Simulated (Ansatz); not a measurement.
# CdInCl3 (model cell, started as cubic perovskite with Cd in the octahedra): following an unstable mode

Aim: this structure of CdInCl3 (model cell, started as cubic perovskite with Cd in the octahedra) is to be tested for unstable modes, and one is followed downhill.

Method: DFT PBEsol, scalar-relativistic, plane waves, PAW; PAW set soft_1, in Ansatz 0.2.0.

The structure was built from a prototype and need not be the compound's stable phase.

### 1. The structure

It takes space group Pm-3m (No. 221, cubic). The conventional cell has a = 5.124 Å, b = 5.124 Å, c = 5.124 Å, α = 90.00°, β = 90.00°, γ = 90.00°. In has 12 Cl at 3.62 Å nearest. Nearest to Cd lie 6 Cl at 2.56 Å. Nearest to Cl lie 2 Cd at 2.56 Å. Farther neighbours and most contacts between anions are not listed.

### 2. Phonons on a q mesh

The cell comes from relaxations at this level that are not shown. Stability and thermal properties need the whole zone. Linear response on a 2×2×2 q mesh gives force constants as far as a supercell of that size would, and the tensors from the zone-centre run are typed in so that the long-range dipole term is interpolated apart.

The input, input.yaml:

```yaml
crystal:
  lattice:
    - [5.1238010624, 0.0, 0.0]
    - [0.0, 5.1238010624, 0.0]
    - [0.0, 0.0, 5.1238010624]
  atoms:
    - { symbol: In, position: [0.0, 0.0, 0.0] }
    - { symbol: Cd, position: [0.5, 0.5, 0.5] }
    - { symbol: Cl, position: [0.5, 0.5, 0.0] }
    - { symbol: Cl, position: [0.5, 0.0, 0.5] }
    - { symbol: Cl, position: [0.0, 0.5, 0.5] }
kpoints:
  mp_grid: { grid: [6, 6, 6] }
hamiltonian:
  xc: pbesol
  pseudopotentials: { kind: paw, azcp: { folder: soft_1 }, xc_functional: pbe }
scf:
  occupations: { method: fixed }
output:
  eigenvalues: true
phonons:
  method: dfpt
  qmesh: [2, 2, 2]
  temperatures: { t_max: 1000, t_step: 50 }
  qpath:
    path:
      - [[0.0, 0.0, 0.0], [0.0, 0.5, 0.0], [0.5, 0.5, 0.0], [0.0, 0.0, 0.0], [0.5, 0.5, 0.5], [0.0, 0.5, 0.0]]
      - [[0.5, 0.5, 0.5], [0.5, 0.5, 0.0]]
    npoints: 10
  non_analytic_term:
    high_frequency_dielectric_tensor: [[4.407, 0.0, 0.0], [0.0, 4.407, 0.0], [0.0, 0.0, 4.407]]
    born_effective_charges:
      - { species: In, tensor: [[1.9655, 0.0, 0.0], [0.0, 1.9655, 0.0], [0.0, 0.0, 1.9655]] }
      - { species: Cd, tensor: [[2.6902, 0.0, 0.0], [0.0, 2.6902, 0.0], [0.0, 0.0, 2.6902]] }
      - { species: Cl, tensor: [[-1.2486, 0.0, 0.0], [0.0, -1.2486, 0.0], [0.0, 0.0, -2.1585]] }
      - { species: Cl, tensor: [[-1.2486, 0.0, 0.0], [0.0, -2.1585, 0.0], [0.0, 0.0, -1.2486]] }
      - { species: Cl, tensor: [[-2.1585, 0.0, 0.0], [0.0, -1.2486, 0.0], [0.0, 0.0, -1.2486]] }
    source: "zone-centre run at this cell"
```

Started as:

```bash
ansatz run input.yaml --threads 4 --pin off --max-ram 16384MiB --backend cpu --events-out ev --progress --plain --runs-dir out
```

Numbers of over 12 decimals in the logs are rounded to 6 here.

Log:

```text
Engine: ansatz 0.2.0, aarch64-unknown-linux-gnu
Pseudopotentials: kind: paw
Pseudopotential: In, paw, valence charge 13, recommended cutoff 420 eV (normal), soft_1/In.paw.azcp
Pseudopotential: Cd, paw, valence charge 20, recommended cutoff 420 eV (normal), soft_1/Cd.paw.azcp
Pseudopotential: Cl, paw, valence charge 7, recommended cutoff 420 eV (normal), soft_1/Cl.paw.azcp
Functional definition: PBEsol
  exchange = pbesol_x
  correlation = pbesol_c
Crystal: 5 atoms, lattice volume = 134.517 Å³
Basis set: ecut = 420 eV, 2601 PW (Γ), exchange–correlation on 72×72×72 points (8 copies of the dense FFT grid, shifted against one another)
Bands: 33, of which v1, the nominal top of the filled ones, is band 27 counted from 1 (26 counted from 0)
Symmetry: 48 space group operations
k-points: 20 of 216
Non-local potential: In, projectors of the file, l = 0: 2, l = 1: 2, l = 2: 2, l = 3: 1
Non-local potential: Cd, projectors of the file, l = 0: 3, l = 1: 2, l = 2: 2, l = 3: 1
Non-local potential: Cl, projectors of the file, l = 0: 2, l = 1: 2, l = 2: 1
PAW form: soft (Blöchl's): semilocal exchange-correlation on the pseudo side does not see the compensation charge
PAW frozen core: In, regenerated for the run's functional, and the local potential with it (the file was generated under x = pbe(κ = 0.804, μ = 0.219515), c = pbe(β = 0.066725))
PAW frozen core: Cd, regenerated for the run's functional, and the local potential with it (the file was generated under x = pbe(κ = 0.804, μ = 0.219515), c = pbe(β = 0.066725))
PAW frozen core: Cl, regenerated for the run's functional, and the local potential with it (the file was generated under x = pbe(κ = 0.804, μ = 0.219515), c = pbe(β = 0.066725))
PAW one-centre angular grid: In, 590 points (default); XC on 64 Gauss nodes
PAW one-centre angular grid: Cd, 590 points (default); XC on 64 Gauss nodes
PAW one-centre angular grid: Cl, 110 points (default); XC on 64 Gauss nodes
Initial density: superposition of atomic densities (chi_scale 0.1, normalization cell, long waves kept (reshape's long-wave potential 0.01 eV rms))
Initial wavefunctions: pseudopotential atomic-orbital guess
Functional: x = pbesol(κ = 0.804, μ = 0.123457), c = pbesol(β = 0.046)
SCF iter   1: F=—  HF=-16897.999296 eV  |F-HF|=—  |Δ(HF+E_count)|=         —  Δρ=5.12e-2  dr2=3.92e0  ethr=3.10e-3  ⟨swp⟩=4.8  Hψ=2312  notcnv=0  defer=63
preconditioner: auto → Resta (q_TF=auto, 2.343 Å⁻¹)  ε∞=3.7  [insulator: Δε(μ)=1.014 eV  Ē_g=13.207 eV  n_scr=26 (ndim 8)  ℏωp=21.7 eV  f_vac=0.015  ε∞_Penn≈3.7]
SCF iter   2: F=—  HF=-16896.565171 eV  |F-HF|=—  |Δ(HF+E_count)|=    1.43e0  Δρ=1.33e-2  dr2=2.53e-1  ethr=3.10e-3  ⟨swp⟩=3.0  Hψ=1490  notcnv=0  defer=64
SCF iter   3: F=—  HF=-16896.486443 eV  |F-HF|=—  |Δ(HF+E_count)|=   7.87e-2  Δρ=5.45e-3  dr2=3.42e-2  ethr=4.68e-4  ⟨swp⟩=3.0  Hψ=1120  notcnv=0  defer=73
SCF iter   4: F=—  HF=-16896.478995 eV  |F-HF|=—  |Δ(HF+E_count)|=   7.45e-3  Δρ=9.59e-4  dr2=1.62e-3  ethr=6.34e-5  ⟨swp⟩=3.2  Hψ=1247  notcnv=0  defer=74
SCF iter   5: F=—  HF=-16896.479109 eV  |F-HF|=—  |Δ(HF+E_count)|=   1.14e-4  Δρ=3.32e-4  dr2=1.37e-4  ethr=3.00e-6  ⟨swp⟩=2.5  Hψ=1093  notcnv=0  defer=75
SCF iter   6: F=—  HF=-16896.479202 eV  |F-HF|=—  |Δ(HF+E_count)|=   9.29e-5  Δρ=7.50e-5  dr2=9.19e-6  ethr=2.54e-7  ⟨swp⟩=2.0  Hψ=985  notcnv=0  defer=74
SCF iter   7: F=—  HF=-16896.479212 eV  |F-HF|=—  |Δ(HF+E_count)|=   1.04e-5  Δρ=2.35e-5  dr2=8.93e-7  ethr=1.70e-8  ⟨swp⟩=2.0  Hψ=1081  notcnv=0  defer=52
SCF iter   8: F=—  HF=-16896.479211 eV  |F-HF|=—  |Δ(HF+E_count)|=   1.06e-6  Δρ=5.37e-6  dr2=7.53e-8  ethr=1.65e-9  ⟨swp⟩=2.0  Hψ=1020  notcnv=0  defer=39
SCF iter   9: F=—  HF=-16896.479211 eV  |F-HF|=—  |Δ(HF+E_count)|=   1.23e-7  Δρ=1.03e-6  dr2=1.69e-9  ethr=1.39e-10  ⟨swp⟩=2.0  Hψ=1049  notcnv=0  defer=39
SCF iter  10: F=—  HF=-16896.479211 eV  |F-HF|=—  |Δ(HF+E_count)|=   2.07e-9  Δρ=2.86e-7  dr2=8.68e-11  ethr=3.13e-12  ⟨swp⟩=2.0  Hψ=1039  notcnv=0  defer=39
SCF iter  11: F=—  HF=-16896.479211 eV  |F-HF|=—  |Δ(HF+E_count)|=  1.27e-10  Δρ=1.51e-7  dr2=2.48e-11  ethr=1.00e-12  ⟨swp⟩=15.5  Hψ=4491  notcnv=0
SCF iter  12: F=-16896.479211 eV  HF=-16896.479211 eV  |F-HF|=0.00e0  |Δ(HF+E_count)|=  1.46e-11  Δρ=1.54e-8  dr2=1.59e-13  ethr=1.00e-12  ⟨swp⟩=6.0  Hψ=2896  notcnv=0
SCF 1 converged in 12 iterations: F = -16896.479211 eV  dr2 = 1.59e-13
  greatest PAW one-centre occupation: 1.000 electrons in one spin orbital (limit 2), on the Cd atom at site 1 (counted from 0), in its partial waves of l = 0
NSCF: frozen V_eff on 20 k-points
NSCF: frozen V_eff on 64 k-points
DFPT response loops at q = (0, 0, 0) (fractional): preconditioner auto → Resta (q_TF=auto, 2.343 Å⁻¹)  ε∞=5.8 (no band partly filled); β = 1.00, the filter's whole step (`scf.mixing.beta` (0.50) is not read by the response loops at its default; to damp them type it under 1.00, their step now; it binds the ground state too); Broyden in place of MSR1
NSCF: frozen V_eff on 128 k-points
DFPT response loops at q = (0, 0, -0.5) (fractional): mixed as the last ones told, above
NSCF: frozen V_eff on 128 k-points
DFPT response loops at q = (0, -0.5, -0.5) (fractional): mixed as the last ones told, above
NSCF: frozen V_eff on 128 k-points
DFPT response loops at q = (-0.5, -0.5, -0.5) (fractional): mixed as the last ones told, above
SCF converged after 12 iterations
Free energy (F): -16896.479211 eV
Harris-Foulkes:  -16896.479211 eV  (|F-HF|=0.00e0)
Internal energy: -16896.479211 eV  (E = F + TS)
E sigma→0 (E₀):  -16896.479211 eV
Fermi energy:    3.915982 eV
--- Per-component energies (eV) ---
  E_band       = -666.048599
  E_kinetic    = 1109.343946
  E_local      = -6364.348256  (includes V_loc(G=0)·N_el)
  E_nonlocal   = 548.714932
  E_hartree    = 2753.442848
  E_xc         = -616.019419
  E_vxc        = -632.291173  (∫ρ·V_xc dr)
  E_paw        = -10087.037370  (= ΣΔE_a)
  E_vpaw       = -834.354566  (= ΣTr[D̂ρ^β])
  E_aug_tail   = 0.000832  (compensation charges beyond the density's cutoff)
  E_ewald      = -4241.389884
  E_core_change = 0.813161  (= ΣΔE_core)
  E_smearing   = -0.000000  (= −TS)
  E_closure    = -0.000000  (closes the sum)
  Σ components = -16896.479211   (vs F -16896.479211, Δ=0.00e0)
--- Band table (eV; the first three rows and the last of 20) ---
  k-point 0: bands = [... 23 lower, 2.8508, 2.9131, 2.9131, 2.9131, 5.7042, 9.7165, 9.7165, 9.7165, ... 2 higher]
  k-point 1: bands = [... 23 lower, 2.8115, 2.9085, 2.9085, 3.0922, 6.2750, 8.9593, 9.4883, 9.4883, ... 2 higher]
  k-point 2: bands = [... 23 lower, 2.7237, 2.9376, 2.9376, 3.5544, 7.5691, 7.9360, 9.1346, 9.1346, ... 2 higher]
  k-point 19: bands = [... 23 lower, 3.5251, 3.5251, 3.9160, 3.9160, 9.4618, 9.4618, 9.4618, 10.0811, ... 2 higher]
--- Phonons (Γ-DFPT): 4 representative perturbations + reference (Σ response iterations 12) ---
  ASR residual: 3.156e-5 → 0.000e0 eV/Å²; symmetrization residual: 1.941e-5 eV/Å²
  ASR residual per site (eV/Å²): 1.62e-5 3.16e-5 1.78e-5 1.78e-5 1.78e-5
  Γ frequencies (cm⁻¹): -56.45 -56.45 -56.45 0.00 0.00 0.00 36.14 36.14 36.14 53.22 53.22 53.22 265.25 265.25 265.25
--- Phonons (arbitrary-q DFPT): 4 irreducible q on the 2×2×2 mesh ---
  q = [0.0000, 0.0000, 0.0000] (star 1, of the zone-centre solve; hermiticity 5.05e-6, symmetrization 6.38e-12): -56.45 -56.45 -56.45 -0.00 0.00 0.00 36.14 36.14 36.14 53.22 53.22 53.22 265.25 265.25 265.25
  q = [0.0000, 0.0000, -0.5000] (star 3, 9 solved perturbations in 504 linear systems a pass and spin channel, the states on 64 of 216 k-point pairs; hermiticity 2.74e-6, symmetrization 1.76e-7): -41.23 -41.23 22.40 22.40 42.61 43.25 51.03 51.03 53.23 53.23 94.69 139.68 265.23 265.54 265.54
  q = [0.0000, -0.5000, -0.5000] (star 3, 9 solved perturbations in 504 linear systems a pass and spin channel, the states on 64 of 216 k-point pairs; hermiticity 5.72e-6, symmetrization 1.88e-9): -71.70 -46.82 -46.82 -27.96 52.08 52.08 54.39 65.86 65.86 111.01 137.72 137.72 168.99 265.82 293.80
  q = [-0.5000, -0.5000, -0.5000] (star 1, 4 solved perturbations in 184 linear systems a pass and spin channel, the states on 64 of 216 k-point pairs; hermiticity 2.02e-6, symmetrization 7.99e-9): -71.40 -71.40 -71.40 -42.89 -42.89 -42.89 93.21 93.21 93.21 139.11 139.11 139.11 168.30 168.30 312.87
  sum rule: each row above includes the acoustic sum rule's correction from the zone centre's row sums; it moved no ω² by more than (0.37 cm⁻¹)²
  mesh force constants: q→R imaginary residual 4.87e-18; ASR residual 3.156e-5 → 0.000e0 eV/Å²; symmetrization residual 1.066e-14 eV/Å²
  interpolated dispersion: 63 rows × 15 modes
  density of states and harmonic sums: on the 12×12×12 q-mesh, interpolated from the force constants of a 2×2×2 supercell (with the dipole–dipole term of supplied tensors)
  largest difference from the sums on the solved wave vectors: F 1.25e-1 eV, S 1.66e-4 and C_V 4.83e-5 eV/K
  zero-point energy: 0.083060 eV/cell   skipped modes (ω ≤ 0): 350, of them read as no rigid motion or as one in doubt: 347 (4.233e0 modes/cell left out, lowest -71.70 cm⁻¹)   left out of the sums: 2.82e-1 of the cell's modes: C_V's classical limit lies that fraction below 3 k_B per atom; for a crystal, a wire or a layer, F and S can be off by more, and a phonons.interpolated_qmesh denser along its periods is the remedy for the sampling
```

Wall time 2.2 min (4 threads of Arm Neoverse V2, shared host); peak memory 1.1 GiB.

In the SCF lines HF is the Harris–Foulkes energy and dr2 the Hartree energy of the density residual, in eV; the loop may stop once dr2 is under the threshold and the program's other checks hold. Hψ counts applications of the Hamiltonian.

Numbers from this step:

```
gap on the k-mesh                                       : 1.788 eV
volume per atom                                         : 26.90 Å³
sum-rule residual before enforcement                    : 3.16e-5 eV/Å²
lowest frequency on the path                            : -71.70 cm⁻¹
point group                                             : m-3m
highest frequency on the path or at a solved wavevector : 312.9 cm⁻¹
highest optical mode at the zone centre (no LO-TO term) : 265.2 cm⁻¹
lowest optical zone-centre mode                         : -56.45 cm⁻¹
lowest mode on the q mesh (acoustic modes at Γ apart)   : -71.7 cm⁻¹
```

Frequencies (cm⁻¹) solved at each irreducible wavevector; negative means imaginary. Frequencies by wavevector, by row:

| q in reciprocal lattice units | star | mode 1 | mode 2 | mode 3 | mode 4 | mode 13 | mode 14 | mode 15 |
| --- | --- | --- | --- | --- | --- | --- | --- | --- |
| 0 0 0 | 1 | -56.5 | -56.5 | -56.5 | 0 | 265.2 | 265.2 | 265.2 |
| 0 0 -0.5 | 3 | -41.2 | -41.2 | 22.4 | 22.4 | 265.2 | 265.5 | 265.5 |
| 0 -0.5 -0.5 | 3 | -71.7 | -46.8 | -46.8 | -28 | 169 | 265.8 | 293.8 |
| -0.5 -0.5 -0.5 | 1 | -71.4 | -71.4 | -71.4 | -42.9 | 168.3 | 168.3 | 312.9 |

Interpolated from a 2×2×2 q mesh, with the LO-TO term (at Γ the limit along the path; where Γ stands inside the path, tables give the limit on arrival). The phonon branches at the labelled points (cm⁻¹):

| point | branch 1 | branch 2 | branch 3 | branch 4 | branch 12 | branch 13 | branch 14 | branch 15 |
| --- | --- | --- | --- | --- | --- | --- | --- | --- |
| Γ | -56 | -56 | 0 | 0 | 106 | 265 | 265 | 290 |
| halfway | -50 | -50 | 19 | 19 | 113 | 265 | 265 | 280 |
| X | -41 | -41 | 22 | 22 | 140 | 265 | 266 | 266 |
| halfway | -59 | -36 | -35 | -34 | 139 | 210 | 266 | 292 |
| M | -72 | -47 | -47 | -28 | 138 | 169 | 266 | 294 |
| halfway | -57 | -43 | -27 | -19 | 116 | 232 | 266 | 294 |
| Γ | -56 | -56 | 0 | 0 | 106 | 265 | 265 | 290 |
| halfway | -53 | -53 | -40 | -22 | 116 | 230 | 230 | 307 |
| R | -71 | -71 | -71 | -43 | 139 | 168 | 168 | 313 |
| halfway | -57 | -56 | -40 | -37 | 139 | 201 | 230 | 308 |
| X | -41 | -41 | 22 | 22 | 140 | 265 | 266 | 266 |
| jump to R | -71 | -71 | -71 | -43 | 139 | 168 | 168 | 313 |
| halfway | -72 | -55 | -55 | -35 | 138 | 169 | 217 | 310 |
| M | -72 | -47 | -47 | -28 | 138 | 169 | 266 | 294 |

Symmetry leaves 4 wavevectors to solve. The lowest mode among them, the acoustic zeros apart, lies at q = (0, -0.5, -0.5) and is imaginary, 71.7i cm⁻¹, so the energy falls along it.

### 3. The mode frozen in, largest atomic shift 0 Å

The mode followed lies at q = (0, -0.5, -0.5) with frequency 71.7i cm⁻¹, the softest among the wavevectors solved. At small amplitude the distorted cell has space group no. 127 by a symmetry search on the positions. The undistorted cell that holds it gives the zero of energy on the same k mesh.

System of this step: CdInCl3 (model cell, started as cubic perovskite with Cd in the octahedra). It takes space group Pm-3m (No. 221, cubic). The conventional cell has a = 5.124 Å, b = 5.124 Å, c = 5.124 Å, α = 90.00°, β = 90.00°, γ = 90.00°. In has 12 Cl at 3.62 Å nearest. Nearest to Cd lie 6 Cl at 2.56 Å. Nearest to Cl lie 2 Cd at 2.56 Å. Nearest to Cl lie 2 Cd at 2.56 Å. Farther neighbours and most contacts between anions are not listed.

The input, input.yaml:

```yaml
crystal:
  lattice:
    - [-5.1238010624, 0.0, 0.0]
    - [0.0, -5.1238010624, -5.1238010624]
    - [0.0, -5.1238010624, 5.1238010624]
  atoms:
    - { symbol: In, position: [1.0, 0.5, 0.5] }
    - { symbol: In, position: [1.0, 1.0, 1.0] }
    - { symbol: Cd, position: [0.5, 0.0, 0.5] }
    - { symbol: Cd, position: [0.5, 0.5, 0.0] }
    - { symbol: Cl, position: [0.5, 0.75, 0.75] }
    - { symbol: Cl, position: [0.5, 0.25, 0.25] }
    - { symbol: Cl, position: [0.5, 0.75, 0.25] }
    - { symbol: Cl, position: [0.5, 0.25, 0.75] }
    - { symbol: Cl, position: [0.0, 0.0, 0.5] }
    - { symbol: Cl, position: [0.0, 0.5, 0.0] }
kpoints:
  mp_grid: { grid: [6, 4, 4] }
hamiltonian:
  xc: pbesol
  pseudopotentials: { kind: paw, azcp: { folder: soft_1 }, xc_functional: pbe }
scf:
  occupations: { method: gaussian, width: 0.02 }
output:
  forces: true
  stress: true
  eigenvalues: true
```

Log:

```text
[...]
Crystal: 10 atoms, lattice volume = 269.034 Å³
Basis set: ecut = 420 eV, 5225 PW (Γ), exchange–correlation on 72×100×100 points (8 copies of the dense FFT grid, shifted against one another)
Bands: 65, of which v1, the nominal top of the filled ones, is band 54 counted from 1 (53 counted from 0)
Symmetry: 32 space group operations
[...]
k-points: 24 of 96
[...]
k-point 0: bands = [... 50 lower, 2.9131, 3.5215, 3.6459, 3.9065, 5.7042, 8.2977, 8.5396, 8.5396, ... 4 higher]
  k-point 1: bands = [... 50 lower, 3.1033, 3.3383, 3.6070, 3.6891, 6.3126, 8.2674, 8.4764, 8.6419, ... 4 higher]
  k-point 2: bands = [... 50 lower, 3.2459, 3.2459, 3.5502, 3.5502, 7.6197, 7.6197, 8.2327, 8.2327, ... 4 higher]
  k-point 23: bands = [... 50 lower, 3.6459, 3.6459, 3.9064, 3.9064, 8.2977, 8.2977, 8.5396, 8.5396, ... 4 higher]
[key lines of the parts left out:]
SCF converged after 9 iterations
Free energy (F): -33792.958288 eV
Fermi energy:    4.810180 eV
P = ⅓ Tr σ = -0.0025 GPa (-0.025 kbar)
```

Elapsed: 5.4 s, on 4 threads; peak memory 0.83 GiB.

Numbers from this step:

* pressure: -0.002526 GPa
* energy from the undistorted cell: 0 meV/atom

At this level the gap is 1.79 eV on the k-mesh of the self-consistent run, which can miss the band edges.

### 4. The mode frozen in, largest atomic shift 0.6 Å

The atoms are moved along the unstable eigenvector, the largest shift by 0.6 Å, with the cell fixed.

input.yaml, the sections that differ from step 3:

```yaml
crystal:
  lattice:
    - [-5.1238010624, 0.0, 0.0]
    - [0.0, -5.1238010624, -5.1238010624]
    - [0.0, -5.1238010624, 5.1238010624]
  atoms:
    - { symbol: In, position: [1.0, 0.5, 0.5] }
    - { symbol: In, position: [1.0, 1.0, 1.0] }
    - { symbol: Cd, position: [0.5, 0.0, 0.5] }
    - { symbol: Cd, position: [0.5, 0.5, 0.0] }
    - { symbol: Cl, position: [0.5, 0.8085502826, 0.8085502826] }
    - { symbol: Cl, position: [0.5, 0.1914497174, 0.1914497174] }
    - { symbol: Cl, position: [0.5, 0.6914497174, 0.3085502826] }
    - { symbol: Cl, position: [0.5, 0.3085502826, 0.6914497174] }
    - { symbol: Cl, position: [0.0, 0.0, 0.5] }
    - { symbol: Cl, position: [0.0, 0.5, 0.0] }
# kpoints, hamiltonian, scf, output: as in step 3
```

Log:

```text
[...]
Crystal: 10 atoms, lattice volume = 269.034 Å³
Basis set: ecut = 420 eV, 5225 PW (Γ), exchange–correlation on 72×100×100 points (8 copies of the dense FFT grid, shifted against one another)
Bands: 65, of which v1, the nominal top of the filled ones, is band 54 counted from 1 (53 counted from 0)
Symmetry: 16 space group operations
[...]
k-points: 24 of 96
[...]
k-point 0: bands = [... 50 lower, 2.9497, 3.2367, 3.4968, 3.7850, 5.9106, 8.6157, 8.6157, 8.8767, ... 4 higher]
  k-point 1: bands = [... 50 lower, 2.9436, 3.2945, 3.6743, 3.9007, 6.2995, 8.3337, 8.5683, 8.6772, ... 4 higher]
  k-point 2: bands = [... 50 lower, 2.9704, 2.9704, 3.9586, 3.9586, 7.3001, 7.3001, 8.2466, 8.2466, ... 4 higher]
  k-point 23: bands = [... 50 lower, 3.6377, 3.6377, 4.2976, 4.2976, 7.9691, 7.9691, 8.9740, 8.9740, ... 4 higher]
[key lines of the parts left out:]
SCF converged after 9 iterations
Free energy (F): -33793.185641 eV
Fermi energy:    5.114811 eV
P = ⅓ Tr σ = -0.6895 GPa (-6.895 kbar)
```

Wall time 5.4 s (4 threads); peak memory 0.83 GiB; 21 s of CPU time.

Numbers from this step:

| Item | Value |
| --- | --- |
| pressure | -0.6895 GPa |
| gap on the k-mesh | 1.592 eV |
| energy from the undistorted cell | -22.73 meV/atom |

The energy, extrapolated to zero smearing, is -22.73 meV/atom against the undistorted cell.

The run ends at a pressure of -0.69 GPa, with forces up to 0.0054 eV/Å.

### 5. Energy along the mode, all amplitudes (two of the runs are shown above)

An imaginary frequency means negative curvature, so the energy should fall and then rise again as anharmonic terms take over.

Numbers from this step:

| Property | Result |
| --- | --- |
| depth at the lowest point sampled | 22.73 meV/atom |
| largest atomic shift at that point | 0.6 Å |

Table of energy from the parent by largest atomic shift:

| largest atomic shift (Å) | energy from the parent (meV/atom) |
| --- | --- |
| 0.000 | 0 |
| 0.040 | -0.214 |
| 0.080 | -0.849 |
| 0.140 | -2.54 |
| 0.220 | -5.96 |
| 0.320 | -11.4 |
| 0.450 | -18.5 |
| 0.600 | -22.7 |

Displacement at unit largest shift by atom:

| atom | x (Å) | y (Å) | z (Å) | size |
| --- | --- | --- | --- | --- |
| In1 | 0.00 | 0.00 | 0.00 | 0.00 |
| In2 | 0.00 | 0.00 | 0.00 | 0.00 |
| Cd3 | 0.00 | 0.00 | 0.00 | 0.00 |
| Cd4 | 0.00 | 0.00 | 0.00 | 0.00 |
| Cl5 | 0.00 | -1.00 | 0.00 | 1.00 |
| Cl6 | 0.00 | 1.00 | 0.00 | 1.00 |
| Cl7 | 0.00 | 0.00 | 1.00 | 1.00 |
| Cl8 | 0.00 | 0.00 | -1.00 | 1.00 |
| Cl9 | 0.00 | 0.00 | 0.00 | 0.00 |
| Cl10 | 0.00 | 0.00 | 0.00 | 0.00 |

The lowest of the steps tried is the last one, at 0.6 Å, 22.7 meV/atom below the parent; the bottom of the well need not coincide with a step.

[end of part 1 of 3]

[Logs are printed without paths, hosts, clocks, repeated set-up lines and the standing remarks that a program may print on its own settings, such as how far it seeks lower states.]

[Hosts, paths, dates, database ids (printed as entryN), source tags and the programs' standing remarks are cut or masked in the printed files.]
